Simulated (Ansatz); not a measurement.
# Optical response of TiO2 (Anatase), part 3 of 3

What colour and refractive index does TiO2 (Anatase) have at this level of theory?

Ansatz 0.2.0; DFT, PBE, plane-wave PAW, default files, scalar-relativistic, independent-particle optical response without local fields.

So far, electronic dielectric constant ε∞, mean over x, y and z (by symmetry where fewer were run): step 3 (spectrum) 6.81.

## (4) Static response with local fields

Perturbation theory gives the static response with local fields and the functional's kernel, and it needs no empty bands.

This step: DFT, PBE, plane-wave PAW, default files, scalar-relativistic, static field response by perturbation theory with local fields (Ansatz 0.2.0).

input.yaml

```yaml
crystal:
  lattice:
    - [-1.8921, 1.8921, 4.7573]
    - [1.8921, -1.8921, 4.7573]
    - [1.8921, 1.8921, -4.7573]
  atoms:
    - { symbol: Ti, position: [0.75, 0.25, 0.5] }
    - { symbol: Ti, position: [0.0, 0.0, 0.0] }
    - { symbol: O, position: [0.7919, 0.7919, 0.0] }
    - { symbol: O, position: [0.5419, 0.0419, 0.5] }
    - { symbol: O, position: [0.9581, 0.4581, 0.5] }
    - { symbol: O, position: [0.2081, 0.2081, 0.0] }
kpoints:
  mp_grid: { grid: [8, 8, 8] }
scf:
  occupations: { method: fixed }
hamiltonian:
  xc: pbe
  pseudopotentials: { kind: paw }
dielectric: {}
```

On the command line:

```console
> ansatz run input.yaml --threads 4 --pin off --max-ram 8192MiB --backend cpu --events-out ev --progress --plain --runs-dir out
```

Numbers of over 12 decimals in the logs are rounded to 6 here.

Output:

```text
[...]
Crystal: 6 atoms, lattice volume = 68.125 Å³
Basis set: ecut = 420 eV, 1315 PW (Γ), exchange–correlation on 80×80×80 points (8 copies of the dense FFT grid, shifted against one another)
Bands: 30, of which v1, the nominal top of the filled ones, is band 24 counted from 1 (23 counted from 0)
Symmetry: 16 space group operations
k-points: 150 of 512 (irreducible under 2 space group operations, time reversal used)
[...]
SCF iter   1: F=—  HF=-7277.469124 eV  |F-HF|=—  |Δ(HF+E_count)|=         —  Δρ=3.45e-3  dr2=3.19e-3  ethr=1.77e-3  ⟨swp⟩=3.7  Hψ=16670  notcnv=0  defer=313
[...]
SCF iter   8: F=-7277.470787 eV  HF=-7277.470787 eV  |F-HF|=4.18e-11  |Δ(HF+E_count)|=  4.17e-10  Δρ=3.18e-7  dr2=1.69e-11  ethr=1.00e-12  ⟨swp⟩=8.6  Hψ=14056  notcnv=0
SCF 1 converged in 8 iterations: F = -7277.470787 eV  dr2 = 1.69e-11
[...]
DFPT response loops at Γ: preconditioner auto → Resta (q_TF=auto, 2.574 Å⁻¹)  ε∞=5.3 (no band partly filled); β = 1.00, the filter's whole step (`scf.mixing.beta` (0.50) is not read by the response loops at its default; to damp them type it under 1.00, their step now; it binds the ground state too); Broyden in place of MSR1
── the response to a field inside a basis, on 8×8×8 k-points: an SCF that follows is theirs, and a resumed run solves both again ──
Bands: 25, of which v1, the nominal top of the filled ones, is band 24 counted from 1 (23 counted from 0)
k-points: 56 of 512
[...]
Eigensolver: Dense (56 Hₖ)
SCF iter   1: F=—  HF=-7277.453944 eV  |F-HF|=—  |Δ(HF+E_count)|=         —  Δρ=4.24e-4  dr2=2.44e-5  ethr=1.00e-1
[...]
SCF iter   5: F=-7277.453953 eV  HF=-7277.453953 eV  |F-HF|=6.98e-9  |Δ(HF+E_count)|=   1.27e-7  Δρ=4.56e-6  dr2=4.38e-9  ethr=3.23e-10
SCF 1 converged in 5 iterations: F = -7277.453953 eV  dr2 = 4.38e-9
[...]
SCF converged after 8 iterations
Free energy (F): -7277.470787 eV
[...]
Internal energy: -7277.470787 eV  (E = F + TS)
E sigma→0 (E₀):  -7277.470787 eV
Fermi energy:    7.292413 eV
[...]
--- Band table (eV; the first three rows and the last of 150) ---
  k-point 0: bands = [... 20 lower, 6.5768, 6.5768, 6.8602, 6.8602, 9.4571, 10.1978, 11.3380, 11.3380, ... 2 higher]
  k-point 1: bands = [... 20 lower, 6.2459, 6.2518, 6.6209, 7.0270, 10.0698, 10.2790, 10.7822, 11.1137, ... 2 higher]
  k-point 2: bands = [... 20 lower, 5.4957, 6.3712, 6.7340, 7.0822, 10.3252, 10.4758, 10.8550, 11.0811, ... 2 higher]
  k-point 149: bands = [... 20 lower, 6.0736, 6.0736, 7.2096, 7.2096, 9.8145, 9.8145, 11.1182, 11.1182, ... 2 higher]
--- Dielectric response (ions clamped): 3 representative field directions + reference, inside a basis on a mesh of 512 k-points (Σ response iterations 15) ---
  ε∞ (high-frequency dielectric tensor):
        6.793960    -0.000000     0.000000
       -0.000000     6.793960    -0.000000
        0.000000    -0.000000     6.245786
  Born effective charges Z* (e; rows j = field, columns β = displacement):
    site 0:
         6.55165   -0.00000    0.00000
        -0.00000    6.55165   -0.00000
         0.00000    0.00000    5.76178
    site 1:
         6.55165   -0.00000    0.00000
        -0.00000    6.55165   -0.00000
         0.00000   -0.00000    5.76178
    site 2:
        -5.42932    0.00000   -0.00000
        -0.00000   -1.12232    0.00000
        -0.00000   -0.00000   -2.88089
    site 3:
        -1.12232    0.00000   -0.00000
         0.00000   -5.42932   -0.00000
         0.00000    0.00000   -2.88089
    site 4:
        -5.42932    0.00000   -0.00000
         0.00000   -1.12232    0.00000
        -0.00000    0.00000   -2.88089
    site 5:
        -1.12232    0.00000    0.00000
         0.00000   -5.42932    0.00000
         0.00000    0.00000   -2.88089
  Z* charge neutrality: 9.209e-3 e pre-enforcement
  solved inside a basis spanned on kpoints, on 8×8×8 k-points, its susceptibility summed on 8×8×12: ε∞ is read to err by 2.6e-2, Z* by 3.3e-2 e (field_mesh: kpoints solves on kpoints); Z* is corrected for what the basis lacks
```

Run time: 63 s. Hardware: 4 threads of Arm Neoverse V2, shared host; peak memory 1.5 GiB; 4 min of CPU time.

Numbers from this step:

* electronic dielectric constant ε∞, mean over x, y and z (by symmetry where fewer were run): 6.611

ε∞ with local fields:

```
6.79 0.00 0.00
0.00 6.79 0.00
0.00 0.00 6.25
```

Diagonal elements. Born, by row:

```
atom  Z*xx (e)  Z*yy (e)  Z*zz (e)
 Ti1     6.552     6.552     5.762
 Ti2     6.552     6.552     5.762
  O3    -5.429    -1.122    -2.881
  O4    -1.122    -5.429    -2.881
  O5    -5.429    -1.122    -2.881
  O6    -1.122    -5.429    -2.881
```

Mean Born charges are Ti +6.29 and O -3.14, against formal valences of +4 and -2. That of Ti exceeds its valence by 57 %, the mark of charge moving along hybridised bonds as the atoms shift.

## (5) Summary of results

```json
{"gap on the path": "2.14 eV", "least direct gap on the path": "2.46 eV", "electronic dielectric constant ε∞, mean over x, y and z (by symmetry where fewer were run) (independent particles)": "6.81", "absorption onset, first axis (α over 10⁴ cm⁻¹, or the direct gap if that lies higher)": "2.46 eV", "main peak of Im epsilon, first axis": "3.80 eV", "photocurrent from vertical transitions in a film 500 nm thick on a perfect mirror (two passes), AM1.5G, no front reflection, all carriers collected": "6.65 mA/cm²", "electronic dielectric constant ε∞, mean over x, y and z (by symmetry where fewer were run) (static response with local fields)": "6.61"}
```

In words: At this level (PBE, independent particles) TiO2 has a mean ε∞ = 6.81 (6.61 with local fields) and n = 2.66 at 1550 nm (E ∥ x); absorption sets in near 2.5 eV, and Im ε peaks at 3.8 eV (E ∥ x). The gap is indirect (2.14 eV), so absorption without phonons can begin only at the direct gap of 2.46 eV. Lines 0.15 eV wide carry a tail of absorption under the direct gap, past the threshold already at 2.37 eV. Absorption passes 10⁴ cm⁻¹ from the direct gap on, 2.46 eV, inside the visible range. Distinct maxima of Im ε, read by a parabola through the highest points, lie at 3.80 eV (11), 4.97 eV (9.4), 6.94 eV (7.7) and 9.16 eV (3.4) for E ∥ x or y. The f-sum over the summed bands holds 27.8 of the cell's 48 electrons outside the frozen cores. Up to 20 eV the strength has a mean oscillator energy of 6.8 eV, well above the main peak, so higher transitions carry much of it. A film 1 µm thick would pass 50 % of daylight and look yellow in transmission (x = 0.419, y = 0.425). A larger true gap would move the edge to shorter wavelengths and change the colour. At 1064 nm the birefringence n(z) − n(x) is -0.086: the crystal is uniaxial negative at this level. In the base spectrum excitons and phonon-assisted transitions are missing, and so are local fields; PBE gaps are as a rule too small, which pulls the onset down and ε∞ up. In the base run ε includes the program's bounded estimate of what the bands above those summed add. Besides steps told in other documents, this task had 1 step that ran out of time; those not told in a step above aren't shown.

[Logs are printed without paths, hosts, clocks, repeated set-up lines and the standing remarks that a program may print on its own settings, such as how far it seeks lower states.]

[Hosts, paths, dates, database ids (printed as entryN), source tags and the programs' standing remarks are cut or masked in the printed files.]
